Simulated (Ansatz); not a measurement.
# How amorphous 32Ga2O3-68GeO2 (mol %) changes with density

How do energy, pressure, forces, levels, charges and cost follow the density?

Computed with Ansatz 0.2.0: Kohn-Sham DFT, PBE, PAW (set soft_2). Every run is a single point, with the atoms held where the recipe put them (cutoff of the plane-wave runs 420 eV, fixed occupations).

First member: 69 atoms (12 Fe, 13 Ge, 44 O) placed at random at 3.56 g/cm³, melted at 5000 K for 10 ps at fixed volume with the Morse and Coulomb pair potential with partial charges (Pedone, Malavasi, Menziani, Cormack and Segre, J. Phys. Chem. B 110, 11780 (2006)). Quenched from 5000 K to 300 K at 20 K/ps and fixed volume, held 5 ps, then minimised at fixed cell. Then Fe was replaced by Ga and the cell scaled by 1.006 (the potential has no terms for the new elements, so the cell is a start for a DFT relaxation).

Last member: 69 atoms (12 Fe, 13 Ge, 44 O) placed at random at 4.74 g/cm³, melted at 5000 K for 10 ps at fixed volume with the Morse and Coulomb pair potential with partial charges (Pedone, Malavasi, Menziani, Cormack and Segre, J. Phys. Chem. B 110, 11780 (2006)). Quenched from 5000 K to 300 K at 20 K/ps and fixed volume, held 5 ps, then minimised at fixed cell. Then Fe was replaced by Ga and the cell scaled by 1.006 (the potential has no terms for the new elements, so the cell is a start for a DFT relaxation).

The members:

```csv
density (g/cm³),reduced formula,atoms,valence electrons,k-mesh,basis,density (g/cm³)
3.746,Ga12Ge13O44,69,602,1×1×1,plane waves,3.75
3.953,Ga12Ge13O44,69,602,1×1×1,plane waves,3.95
4.162,Ga12Ge13O44,69,602,1×1×1,plane waves,4.16
4.411,Ga12Ge13O44,69,602,1×1×1,plane waves,4.41
4.661,Ga12Ge13O44,69,602,1×1×1,plane waves,4.66
4.994,Ga12Ge13O44,69,602,1×1×1,plane waves,4.99
```

Each cell is one sample from a classical run, so sample-to-sample scatter enters every column.

The input of the first member, without its atom lines; other members have their own cell and atoms, and may differ in mesh, basis and outputs:

```yaml
crystal:
  lattice:
    - [10.3277, 0.0, 0.0]
    - [0.0, 10.3277, 0.0]
    - [0.0, 0.0, 10.3277]
  atoms:
    [... 69 lines ...]
kpoints:
  mp_grid: { grid: [1, 1, 1] }
hamiltonian:
  xc: pbe
scf:
  occupations: { method: fixed }
output:
  forces: true
  stress: true
  populations: true
  dos:
    method: { smearing: { sigma: 0.1 } }
    de: 0.1
    projected: { site_lists: { Ga: [Ga], Ge: [Ge], O: [O] } }
  eigenvalues: true
  write_density: true
  write_potential: true
  volumetric_format: npy
```

Results; charges are mean Löwdin charges in e:

```csv
density (g/cm³),energy less the first member's (meV/atom),pressure (GPa),r.m.s. force (eV/Å),gap (eV),q(Ge),q(Ga),q(O)
3.746,0.0,-0.244,0.800,0.218,+1.65,+1.04,-0.71
3.953,-3.3,-0.233,0.887,1.22,+1.62,+1.06,-0.71
4.162,26.2,-2.84,0.874,0.483,+1.62,+1.03,-0.70
4.411,4.3,-0.137,0.872,1.09,+1.61,+1.03,-0.70
4.661,23.9,-1.57,0.889,0.899,+1.60,+1.02,-0.69
4.994,18.8,-3.63,0.851,0.777,+1.57,+1.01,-0.69
```

The gap is that between the highest filled and lowest empty Kohn-Sham level on the run's k-points; tail or defect levels can set it, and semilocal functionals tend to put gaps under measured ones. Atoms aren't relaxed at this level, so pressure against density here is no equation of state. The projection misses up to 0.038 e an atom, so the charges add up to more than the cell's charge.

Bonds in each cell, which the recipe sets and DFT didn't move; cutoffs follow each cell's own g(r) within set bounds (mean length in Å, and neighbours of the second kind about the first):

```csv
density (g/cm³),Ga-O length,Ga-O count,Ge-O length,Ge-O count
3.746,1.989,4.42,1.737,4.00
3.953,2.025,4.92,1.759,4.15
4.162,2.063,5.08,1.749,4.00
4.411,2.066,5.25,1.763,4.23
4.661,2.057,4.83,1.774,4.31
4.994,2.109,5.50,1.801,4.46
```

Cost on 8 threads of Arm Neoverse V2, shared host:

```csv
density (g/cm³),atoms,basis,k-mesh,SCF cycles,time,host memory (GiB)
3.746,69,plane waves,1×1×1,9,11 s,1.5
3.953,69,plane waves,1×1×1,9,9.9 s,1.5
4.162,69,plane waves,1×1×1,10,9.5 s,1.4
4.411,69,plane waves,1×1×1,10,7.6 s,1.4
4.661,69,plane waves,1×1×1,10,7.9 s,1.3
4.994,69,plane waves,1×1×1,9,7.1 s,1.2
```

Times include the outputs that each run asked for, on hosts shared with other jobs.

The energy against the first member is lowest at 3.95 g/cm³ (-3.3 meV/atom) and highest at 4.16 g/cm³ (26.2 meV/atom), with no steady trend; each member is a single configuration. The gap is lowest at 3.75 g/cm³ (0.218 eV) and highest at 3.95 g/cm³ (1.22 eV), with no steady trend; in single samples it varies with the configuration. The mean charge on Ge goes from +1.65 e at 3.75 to +1.57 e at 4.99 g/cm³. The pressure is lowest at 4.99 g/cm³ (-3.6 GPa) and highest at 4.41 g/cm³ (-0.14 GPa), with no steady trend.

Caveats: The quench rate of 20 K/ps is many orders above laboratory rates, so the cell is likely richer in defects and strain than a real sample. The starting topology of bonds comes from the classical model, and needn't be the one that DFT or experiment would give. At 3.75 the occupations were fixed although filled and empty levels nearly touch, so that state is doubtful. The cells aren't relaxed by DFT, which could reorder their energies. The cells were made for other elements and scaled, so their density isn't DFT's own.

[Logs are printed without paths, hosts, clocks, repeated set-up lines and the standing remarks that a program may print on its own settings, such as how far it seeks lower states.]

[Hosts, paths, dates, database ids (printed as entryN), source tags and the programs' standing remarks are cut or masked in the printed files.]
